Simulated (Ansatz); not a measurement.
**RbSb4F13 (I4/m): a many-body input that goes wrong, and its mend**

A first try at the G0W0 gap of RbSb4F13 (I4/m), what the program said, and an input that works.

Program: Ansatz 0.2.0. Level of theory: G0W0 on PBE, plane waves, PAW; PAW set soft_1. Results are calculated unless marked as measured.

### 1. Starting point

It takes space group I4/m (No. 87, tetragonal). Conventional cell: a = 9.635 Å, b = 9.635 Å, c = 6.563 Å, α = 90.00°, β = 90.00°, γ = 90.00°. Nearest to Rb lie 10 F at 2.92 to 3.28 Å. Nearest to Sb lie 3 F at 1.97 to 2.00 Å. Nearest to F lie 4 Sb at 2.67 Å and 8 F at 2.71 Å and 2 Rb at 3.28 Å. F has 1 Sb at 2.00 Å nearest. Nearest to F lie 2 Sb at 1.97 to 2.90 Å and 1 Rb at 2.92 Å. Farther neighbours and most contacts between anions are not listed.

Geometry: measured cell, ions relaxed with PBE. The runs that relaxed it are not among those shown. Spin-orbit coupling is left out unless a step names it. The default PAW set here is soft_1. Its files were made with PBE.

### 2. First try

input.yaml reads:

```yaml
crystal:
  lattice:
    - [-4.8175, 4.8175, 3.2815]
    - [4.8175, -4.8175, 3.2815]
    - [4.8175, 4.8175, -3.2815]
  atoms:
    - { symbol: Rb, position: [0.5, 0.5, 0.0] }
    - { symbol: Sb, position: [0.0063970689, 0.2770921314, 0.2834892002] }
    - { symbol: Sb, position: [0.2770921314, 0.9936029311, 0.2706950625] }
    - { symbol: Sb, position: [0.9936029311, 0.7229078686, 0.7165107998] }
    - { symbol: Sb, position: [0.7229078686, 0.0063970689, 0.7293049375] }
    - { symbol: F, position: [0.0, 0.0, 0.0] }
    - { symbol: F, position: [0.5614796371, 0.8766087358, 0.4380883729] }
    - { symbol: F, position: [0.8766087358, 0.4385203629, 0.3151290987] }
    - { symbol: F, position: [0.4385203629, 0.1233912642, 0.5619116271] }
    - { symbol: F, position: [0.1233912642, 0.5614796371, 0.6848709013] }
    - { symbol: F, position: [0.4300990428, 0.3344864191, 0.3207384218] }
    - { symbol: F, position: [0.3344864191, 0.0137479972, 0.9043873762] }
    - { symbol: F, position: [0.0137479972, 0.109360621, 0.6792615782] }
    - { symbol: F, position: [0.109360621, 0.4300990428, 0.0956126238] }
    - { symbol: F, position: [0.5699009572, 0.6655135809, 0.6792615782] }
    - { symbol: F, position: [0.6655135809, 0.9862520028, 0.0956126238] }
    - { symbol: F, position: [0.9862520028, 0.890639379, 0.3207384218] }
    - { symbol: F, position: [0.890639379, 0.5699009572, 0.9043873762] }
kpoints:
  mp_grid: { grid: [2, 2, 2] }
hamiltonian:
  xc: pbe
  pseudopotentials: { kind: paw_fr, azcp: { folder: soft_1 } }
scf:
  occupations: { method: fixed }
magnetization:
  noncollinear: true
  spin_orbit: true
gw:
  n_empty_bands: 321
  ecut_chi: 60
  qp_bands: [v4, c4]
  qp_kpoints: band_edges
  screening: { model: contour_deformation }
```

Started as:

```console
ansatz run input.yaml --threads 2 --pin off --max-ram 92160MiB --backend cpu --events-out ev --progress --plain --runs-dir out
```

Numbers of over 12 decimals in the logs are rounded to 6 here.

Log:

```text
Error: gw: with magnetization.noncollinear: true — the χ₀/Σ pipeline is wired for the unpolarised channel only — spinor oscillator elements and the per-channel sum are not implemented; use an unpolarised deck
```

The job ended after 0.06 s (2 threads of AMD EPYC 7R13 (Zen 3), shared host; peak memory 0.04 GiB).

**Diagnosis.**

The input was rejected at the start.

The program's message: “Error: gw: with magnetization.noncollinear: true — the χ₀/Σ pipeline is wired for the unpolarised channel only — spinor oscillator elements and the per-channel sum are not implemented; use an unpolari …”

The fault: spin-orbit coupling. The physics allows it, but this program's G0W0 has no spinor form; spin-orbit coupling is taken from a separate density-functional step.

### 3. A better input

G0W0 replaces the xc potential by the self-energy, built once from these orbitals. Only a window of levels is corrected, while the sums run over the empty bands that the input names. This step takes PAW set soft_1 files.

input.yaml, as its differences from that of step 2:

```diff
@@ -28,11 +28,8 @@
   xc: pbe
-  pseudopotentials: { kind: paw_fr, azcp: { folder: soft_1 } }
+  pseudopotentials: { kind: paw, azcp: { folder: soft_1 } }
 scf:
   occupations: { method: fixed }
-magnetization:
-  noncollinear: true
-  spin_orbit: true
 gw:
-  n_empty_bands: 321
-  ecut_chi: 60
+  n_empty_bands: 476
+  ecut_chi: 78
   qp_bands: [v4, c4]
```

Started as:

```console
ansatz run input.yaml --threads 2 --pin off --max-ram 92160MiB --backend cuda --events-out ev --progress --plain --runs-dir out --devices 1 --max-vram 13GiB
```

Log:

```text
GPUs: using 1 of 1 available (devices: 1).
[...]
device memory: the entry about to start is reckoned to put 3.5 GiB on a device that reports 55.7 GiB free (of which the cap on the GPU budget leaves the run 13.0 GiB)
GPU FFT provider: cuFFT
GPU libraries: cuBLAS 13.8.2, cuFFT 12.4.0, cuSOLVER 12.3.4
Crystal: 18 atoms, lattice volume = 304.632 Å³
Basis set: ecut = 420 eV, 5959 PW (Γ)
Bands: 98, of which v1, the nominal top of the filled ones, is band 80 counted from 1 (79 counted from 0)
Symmetry: 8 space group operations
[...]
k-points: 4 of 8
[...]
GPU buffer pool allocated for 157464 grid points (all kernels)
GPU transforms: local potential and band sums: pruned to the plane-wave sphere, on 54×54×54
[...]
SCF iter   1: F=—  HF=-39728.615665 eV  |F-HF|=—  |Δ(HF+E_count)|=         —  Δρ=9.60e-2  dr2=2.49e1  ethr=3.10e-3  ⟨swp⟩=4.5  Hψ=1416  notcnv=0  defer=55
[...]
0    77      2.3646   -31.7464     6.6282   -23.6896  0.7299     0.8904     0.9360  root
     0    78      2.5840   -24.8073     3.1456   -20.3079  0.7937     1.2069     1.2303  root
     0    79      2.8073   -25.2019     3.2219   -20.6918  0.7915     1.4985     1.5192  root
     0    80      2.8073   -25.2019     3.2219   -20.6918  0.7915     1.4985     1.5192  root
     0    81      7.9607   -12.3425    -2.7404   -16.4500  0.8240     9.3461     9.3279  root
     0    82      8.5321    -9.3190    -3.3961   -14.1405  0.8289     9.9809     9.9575  root
     0    83      8.5420   -10.0718    -3.2055   -14.6938  0.8267     9.9810     9.9583  root
     0    84      8.5420   -10.0718    -3.2055   -14.6938  0.8267     9.9810     9.9583  root
[...]
3    81      7.8602   -10.6716    -3.0285   -15.0070  0.8319     9.1833     9.1671  root
     3    82      7.8801   -10.6877    -2.9056   -14.9115  0.8282     9.2157     9.1984  root
     3    83      7.9044    -9.5595    -3.0921   -13.8677  0.8347     9.1345     9.1204  root
     3    84      8.8310   -10.5589    -3.2308   -15.2813  0.8221    10.3495    10.3226  root
[key lines of the parts left out:]
SCF converged after 11 iterations
Free energy (F): -39720.303151 eV
Fermi energy:    2.873572 eV
```

The job ended after 11 s (1 × NVIDIA H100 80GB HBM3 (shared by 6 runs) with 2 threads; peak memory 1.5 GiB).

In the SCF lines HF is the Harris–Foulkes energy and dr2 the Hartree energy of the density residual, in eV; the loop may stop once dr2 is under the threshold and the program's other checks hold. Hψ counts applications of the Hamiltonian.

Numbers from this step:

| Quantity | Value |
| --- | --- |
| bands summed | 556 |
| RPA ε∞ on this mesh (eigenvalues) | 2.395, 2.641, 2.641 |
| plane waves in the screening matrix | 473 |
| q-points in the mesh | 8 |
| G0W0 gap on the mesh | 7.427 eV |
| k of the valence top | 0, 0, -0.5 |
| k of the conduction bottom | 0, -0.5, 0 |
| starting gap on the mesh | 4.887 eV |
| Z at the valence top | 0.7933 |
| Z at the conduction bottom | 0.8351 |
| least direct G0W0 gap on the computed points | 7.484 eV |

The gap on the mesh goes from 4.89 eV to 7.43 eV, a correction of +2.54 eV. Between the two edge states, bare exchange in place of the xc potential would open the gap by 8.85 eV, and correlation takes back 6.31 eV.

### 4. What came out

| Item | Value |
| --- | --- |
| first try | refused after 0.06 s |
| better run | G0W0 gap on the mesh 7.43 eV (2×2×2 mesh, 476 empty bands, screening to 78 eV, PAW set soft_1 files) |

In words: The second run differs in: start, files, empty bands and screening cutoff (eV). Bands and cutoff are finite, so the gap is not at the basis limit. The miss can reach some tenths of an eV and take either sign; the mesh is an error of its own. The 2×2×2 mesh is coarse for this cell (its supercell is 15 Å along the shortest edge). The RPA ε∞ on it, from the PBE start, is 2.40 and 2.64; such meshes misread the long-range screening, most where the gap is narrow. The many-body steps are scalar-relativistic: spin-orbit coupling is not in them.

[Paths, hosts, dates, memory and timing lines, banners, echoed tables and standing remarks are left out of the program output.]

[Logs are printed without paths, hosts, clocks, repeated set-up lines and the standing remarks that a program may print on its own settings, such as how far it seeks lower states.]

[Runs of the session that timed out or met a known fault of the program may be left out.]

[Cells called generated may have been cut or substituted from an entry of the Crystallography Open Database or the Materials Project.]

[Hosts, paths, dates, database ids (printed as entryN), source tags and the programs' standing remarks are cut or masked in the printed files.]
